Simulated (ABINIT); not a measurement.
# BP (F-43m): G0W0 with ABINIT, start to end, part 3 of 3

Wanted: ground state, empty states, screening and self-energy for BP (F-43m).

ABINIT 10.8.3; PBE and many-body steps on it, plane waves. Known limits of the many-body steps: not at the basis limit; coarse k mesh.

So far. Step 3 (Bands along the symmetry lines): The gap is 1.260 eV, −0.020 eV from the run before at this level. Step 4 (Empty states on the mesh, 4×4×4 mesh, 21 bands): On this mesh the gap is 1.347 eV. The earlier step found 1.280 eV, so this mesh misses an edge.

## 5. Screening, 4×4×4 mesh, 17 bands, screening to 87.1 eV

The RPA dielectric matrix is built and inverted for each q.

This step: RPA screening on PBE, plane waves, norm-conserving pseudopotentials.

File run.abi:

```
acell 3*1.0 Angstrom
rprim 
  0.000000000000 2.269000000000 2.269000000000
  2.269000000000 0.000000000000 2.269000000000
  2.269000000000 2.269000000000 0.000000000000
ntypat 2
znucl 5 15
natom 2
typat 1 2
xred 
  0.000000000000 0.000000000000 0.000000000000
  0.250000000000 0.250000000000 0.250000000000
pp_dirpath "pseudos"
pseudos "B.upf, P.upf"
ecut 34
ngkpt 4 4 4
nshiftk 1
shiftk 0 0 0
kptopt 1
chksymbreak 0
istwfk *1
occopt 1
irdwfk 1
optdriver 3
nband 17
ecuteps 3.2
inclvkb 2
awtr 1
symchi 1
indata_prefix "in"
outdata_prefix "out"
tmpdata_prefix "tmp"
```

Command:

```console
$ OMP_NUM_THREADS=1 mpirun -n 4 abinit run.abi > log
```

Numbers of over 12 decimals in the logs are rounded to 6 here.

The program printed:

```text
.Version 10.8.3 of ABINIT. v10.8.2 released Aug 2026.

 Symmetries : space group F-4 3 m (#216); Bravais cF (face-center cubic)
[... echo of the input left out ...]
== DATASET  1 ==================================================================
-   mpi_nproc: 4, omp_nthreads: 1 (-1 if OMP is not activated)

--- !DatasetInfo
iteration_state: {dtset: 1, }
dimensions: {natom: 2, nkpt: 8, mband: 17, nsppol: 1, nspinor: 1, nspden: 1, mpw: 1524, }
cutoff_energies: {ecut:  34.0, pawecutdg:  -1.0, }
electrons: {nelect:   8.00000000E+00, charge:   0.00000000E+00, occopt:   1.00000000E+00, tsmear:   1.00000000E-02, }

 SCREENING: Calculation of the susceptibility and dielectric matrices

 Based on a program developped by R.W. Godby, V. Olevano, G. Onida, and L. Reining.
 Incorporated in ABINIT by V. Olevano, G.-M. Rignanese, and M. Torrent.
.Using double precision arithmetic ; gwpc =  8

[... cell and pseudopotentials left out ...]
--------------------------------------------------------------------------------

 ==== K-mesh for the wavefunctions ====
 Number of points in the irreducible wedge :     8
[... list of points left out ...]
 Together with 24 symmetry operations and time-reversal symmetry
 yields    64 points in the full Brillouin Zone.

 ==== Q-mesh for the screening function ====
 Number of points in the irreducible wedge :     8
[... list of points left out ...]
 Together with 24 symmetry operations and time-reversal symmetry
 yields    64 points in the full Brillouin Zone.

 setmesh: FFT mesh size selected  =    24x   24x   24
          total number of points  =        13824

 vcoul_init : cutoff-mode = AUXILIARY_FUNCTION
 q-points for optical limit:   1
     1)      0.000010    0.000020    0.000030

- screening: taking advantage of time-reversal symmetry
- Maximum band index for partially occupied states nbvw = 4
- Remaining bands to be divided among processors   nbcw = 13
- Number of bands treated by each node ~3

 Number of electrons calculated from density =    8.0000; Expected =    8.0000
 average of density, n =  0.050741
 r_s =    1.6757
 omega_plasma =   21.7288 [eV]

 calculating chi0 at frequencies [eV] :
  1    0.000000E+00    0.000000E+00
  2    0.000000E+00    2.172879E+01

--------------------------------------------------------------------------------
  q-point number  1        q = ( 0.000000, 0.000000, 0.000000) [r.l.u.]
--------------------------------------------------------------------------------
[... chi0 elements left out ...]
 For q-point:  0.000010 0.000020 0.000030
  dielectric constant =  12.8377
  dielectric constant without local fields =  13.9002

  Average fulfillment of the sum rule on Im[epsilon] for q-point    1 :     36.43  [%]
[... wings left out ...]
  q-point number  2        q = ( 0.250000, 0.000000, 0.000000) [r.l.u.]
--------------------------------------------------------------------------------
[... chi0 elements left out ...]
  Average fulfillment of the sum rule on Im[epsilon] for q-point    2 :     73.45  [%]

 [... 6 further q-points ...]
```

Run time: 2.2 s. Hardware: 4 MPI ranks of Arm Neoverse V2, shared host; peak memory 0.08 GiB; 8.5 s of CPU time.

Numbers from this step:

```yaml
eps_infinity_with_local_fields_on_this_mesh_along_the_program_s_q_direction: 12.84
the_same_without_local_fields: 13.90
plasma_frequency: 21.73 eV
plane_waves_in_the_screening_matrix: 51
```

Local fields lower ε∞ by 8 %. On a Γ-centred mesh this coarse the value itself is usually too large, while a short band sum pulls it down.

## 6. Self-energy, 4×4×4 mesh, 17 bands, screening to 87.1 eV

The self-energy is evaluated for the states that the input lists, and the levels follow from it, in one-shot runs by the linearised quasiparticle equation.

This step: G0W0 on PBE, plane waves, norm-conserving pseudopotentials.

run.abi, as its differences from that of step 5:

```diff
@@ -23,8 +23,17 @@
 irdwfk 1
-optdriver 3
+optdriver 4
 nband 17
+gwcalctyp 0
+ecutsigx 34
+symsigma 1
+nkptgw 2
+kptgw 
+  0.0000000000 0.0000000000 0.0000000000
+  0.5000000000 0.5000000000 0.0000000000
+bdgw 
+  2 7
+  3 6
 ecuteps 3.2
-inclvkb 2
-awtr 1
-symchi 1
+irdscr 1
+ppmodel 1
 indata_prefix "in"
```

The program printed:

```text
.Version 10.8.3 of ABINIT. v10.8.2 released Aug 2026.

 Symmetries : space group F-4 3 m (#216); Bravais cF (face-center cubic)
[... echo of the input left out ...]
== DATASET  1 ==================================================================
-   mpi_nproc: 4, omp_nthreads: 1 (-1 if OMP is not activated)

--- !DatasetInfo
iteration_state: {dtset: 1, }
dimensions: {natom: 2, nkpt: 8, mband: 17, nsppol: 1, nspinor: 1, nspden: 1, mpw: 1524, }
cutoff_energies: {ecut:  34.0, pawecutdg:  -1.0, }
electrons: {nelect:   8.00000000E+00, charge:   0.00000000E+00, occopt:   1.00000000E+00, tsmear:   1.00000000E-02, }

 SIGMA: Calculation of the GW corrections

 Based on a program developped by R.W. Godby, V. Olevano, G. Onida, and L. Reining.
 Incorporated in ABINIT by V. Olevano, G.-M. Rignanese, and M. Torrent.
.Using double precision arithmetic ; gwpc =  8

[... cell and pseudopotentials left out ...]
--------------------------------------------------------------------------------

 ==== K-mesh for the wavefunctions ====
 Number of points in the irreducible wedge :     8
[... list of points left out ...]
 Together with 24 symmetry operations and time-reversal symmetry
 yields    64 points in the full Brillouin Zone.

 ==== Q-mesh for screening function ====
 Number of points in the irreducible wedge :     8
[... list of points left out ...]
 Together with 24 symmetry operations and time-reversal symmetry
 yields    64 points in the full Brillouin Zone.

 vcoul_init : cutoff-mode = AUXILIARY_FUNCTION
 q-points for optical limit:   1
     1)      0.000010    0.000020    0.000030
 setmesh: FFT mesh size selected  =    32x   32x   32
          total number of points  =        32768

 Number of electrons calculated from density =    8.0000; Expected =    8.0000
 average of density, n =  0.050741
 r_s =    1.6757
 omega_plasma =   21.7288 [eV]

 === KS Band Gaps ===
  >>>> For spin  1
   Minimum direct gap =   3.4068 [eV], located at k-point      :   0.0000  0.0000  0.0000
   Fundamental gap    =   1.3473 [eV], Top of valence bands at :   0.0000  0.0000  0.0000
                                       Bottom of conduction at :   0.5000  0.5000  0.0000
 SIGMA fundamental parameters:
 PLASMON POLE MODEL  1
 number of plane-waves for SigmaX                 1459
 number of plane-waves for SigmaC and W             51
 number of plane-waves for wavefunctions          1459
 number of bands                                    17
 number of independent spin polarizations            1
 number of spinorial components                      1
 number of k-points in IBZ                           8
 number of q-points in IBZ                           8
 number of symmetry operations                      24
 number of k-points in BZ                           64
 number of q-points in BZ                           64
 number of frequencies for dSigma/dE                 9
 frequency step for dSigma/dE [eV]                0.25
 number of omega for Sigma on real axis              0
 max omega for Sigma on real axis  [eV]           0.00
 zcut for avoiding poles [eV]                     0.10

 EPSILON^-1 parameters (SCR file):
 dimension of the eps^-1 matrix on file             51
 dimension of the eps^-1 matrix used                51
 number of plane-waves for wavefunctions          1459
 number of bands                                    17
 number of q-points in IBZ                           8
 number of frequencies                               2
 number of real frequencies                          1
 number of imag frequencies                          1

 matrix elements of self-energy operator (all in [eV])

 Perturbative Calculation

--- !SelfEnergy_ee
iteration_state: {dtset: 1, }
kpoint     : [   0.000,    0.000,    0.000, ]
spin       : 1
KS_gap     :    3.407
QP_gap     :    4.203
Delta_QP_KS:    0.796
data: !SigmaeeData |
     Band     E0 <VxcDFT>   SigX SigC(E0)      Z dSigC/dE  Sig(E)    E-E0       E
        2   7.266 -13.315 -15.260   2.271   0.801  -0.249 -13.054   0.261   7.526
        3   7.266 -13.315 -15.260   2.271   0.801  -0.249 -13.054   0.261   7.526
        4   7.266 -13.315 -15.260   2.271   0.801  -0.249 -13.054   0.261   7.526
        5  10.672 -12.021  -7.049  -3.656   0.803  -0.246 -10.964   1.057  11.729
        6  10.672 -12.021  -7.049  -3.656   0.803  -0.246 -10.964   1.057  11.729
        7  10.672 -12.021  -7.049  -3.656   0.803  -0.246 -10.964   1.057  11.729

--- !SelfEnergy_ee
iteration_state: {dtset: 1, }
kpoint     : [   0.500,    0.500,    0.000, ]
spin       : 1
KS_gap     :    5.461
QP_gap     :    6.329
Delta_QP_KS:    0.868
data: !SigmaeeData |
     Band     E0 <VxcDFT>   SigX SigC(E0)      Z dSigC/dE  Sig(E)    E-E0       E
        3   3.152 -12.501 -16.052   3.429   0.780  -0.282 -12.596  -0.095   3.057
        4   3.152 -12.501 -16.052   3.429   0.780  -0.282 -12.596  -0.095   3.057
        5   8.613 -10.805  -6.333  -3.522   0.813  -0.230 -10.032   0.773   9.386
        6   8.933 -10.660  -6.086  -3.559   0.818  -0.223  -9.830   0.830   9.763

== END DATASET(S) ==============================================================
================================================================================

 -outvars: echo values of variables after computation  --------
           etotal      0.0000000000E+00
            nband          17
             nkpt           8
          spgroup         216
 [... the other variables as echoed above ...]

 Calculation completed.
```

Run time: 1.9 s. Hardware: 4 MPI ranks; peak memory 0.09 GiB.

This step gave:

```yaml
g0w0_gap_on_the_points_computed: 1.860 eV
starting_gap_on_the_mesh: 1.347 eV
k_of_the_valence_top: 0, 0, 0
k_of_the_conduction_bottom: 0.5, 0.5, 0
z_at_the_valence_top: 0.801
z_at_the_conduction_bottom: 0.813
least_direct_g0w0_gap_on_the_computed_points: 4.203 eV
```

The gap on the mesh goes from 1.35 eV to 1.86 eV, a correction of +0.51 eV. The start differs from the 1.28 eV found before because the two sample other k points.

Limits: finite bands, cutoff and mesh; coarse k mesh. v1 is the top filled band, c1 the lowest empty one. Levels before and after the correction, in eV, zero at the valence-band top of each column:

|  | conduction bottom | valence top |
| --- | --- | --- |
| Kohn-Sham | 1.35 | 0.00 |
| G0W0 | 1.86 | 0.00 |

|  | level | energy (eV) |
| --- | --- | --- |
| Kohn-Sham | Γ v3-v1 | 0.000 |
| Kohn-Sham | Γ c1-c3 | 3.407 |
| Kohn-Sham | (0.5 0.5 0) v2-v1 | -4.114 |
| Kohn-Sham | (0.5 0.5 0) c1 | 1.347 |
| Kohn-Sham | (0.5 0.5 0) c2 | 1.667 |
| G0W0 | Γ v3-v1 | 0.000 |
| G0W0 | Γ c1-c3 | 4.203 |
| G0W0 | (0.5 0.5 0) v2-v1 | -4.469 |
| G0W0 | (0.5 0.5 0) c1 | 1.860 |
| G0W0 | (0.5 0.5 0) c2 | 2.237 |

## 7. Where the time went

Times are wall times on 4 MPI ranks of Arm Neoverse V2, shared host, good to a factor of about two.

| step | time | share | memory (GiB) |
| --- | --- | --- | --- |
| ground state | 3.3 s | 26 % | 0.26 |
| bands along the symmetry lines | 3.1 s | 25 % | 0.24 |
| empty states on the mesh | 2.1 s | 17 % | 0.07 |
| screening | 2.2 s | 17 % | 0.08 |
| self-energy | 1.9 s | 15 % | 0.09 |

## 8. Summary of results

- PBE gap: 1.26 eV, indirect
- G0W0 gap on the mesh: 1.86 eV
- G0W0 gap over the zone (rigid shift): 1.77 eV
- GW settings: 4×4×4 mesh, 17 bands, screening to 87.1 eV, Godby-Needs plasmon pole
- known limits: not at the basis limit; coarse k mesh

In words: G0W0 moves the gap on the mesh from 1.35 eV to 1.86 eV (+0.51 eV), with Z of 0.80 and 0.81 at the edges. The mesh misses the band edges by 0.09 eV in all; a rigid shift gives 1.77 eV for the zone. Local fields lower the RPA ε∞ on this mesh from 13.90 to 12.84; a Γ-centred mesh this coarse tends to raise both, most where the direct gap is narrow, while a short band sum lowers them. Only 2 of the mesh's irreducible points were corrected, so a valley elsewhere could overtake. Bands and cutoff are finite, so the gap is not at the basis limit. The miss can reach some tenths of an eV and take either sign; the mesh is an error of its own. In the G0W0 run levels were corrected at 2 k points alone, so a gap called «on the mesh» is the least over those, and an edge elsewhere would be missed. A denser mesh or path gives a starting gap of 1.26 eV: the GW mesh misses a band edge, so its gaps are not the fundamental one. The 4×4×4 mesh is coarse for this cell, which bears on the long-range parts of exchange and screening.

[Paths, hosts, dates, memory and timing lines, banners, echoed tables and standing remarks are left out of the program output.]

[Logs are printed without paths, hosts, clocks, repeated set-up lines and the standing remarks that a program may print on its own settings, such as how far it seeks lower states.]

[Runs of the session that timed out or met a known fault of the program may be left out.]

[Hosts, paths, dates, database ids (printed as entryN), source tags and the programs' standing remarks are cut or masked in the printed files.]

[G0W0 gaps are taken among the corrected bands and points alone; a level outside them can change the order at an edge.]

[Where Ansatz stands beside ABINIT at settings called matched, ABINIT's density can come from a denser mesh and the files from another edition; pairs whose starting gaps differed by over 0.03 eV were left out, so agreement reads better than it is.]
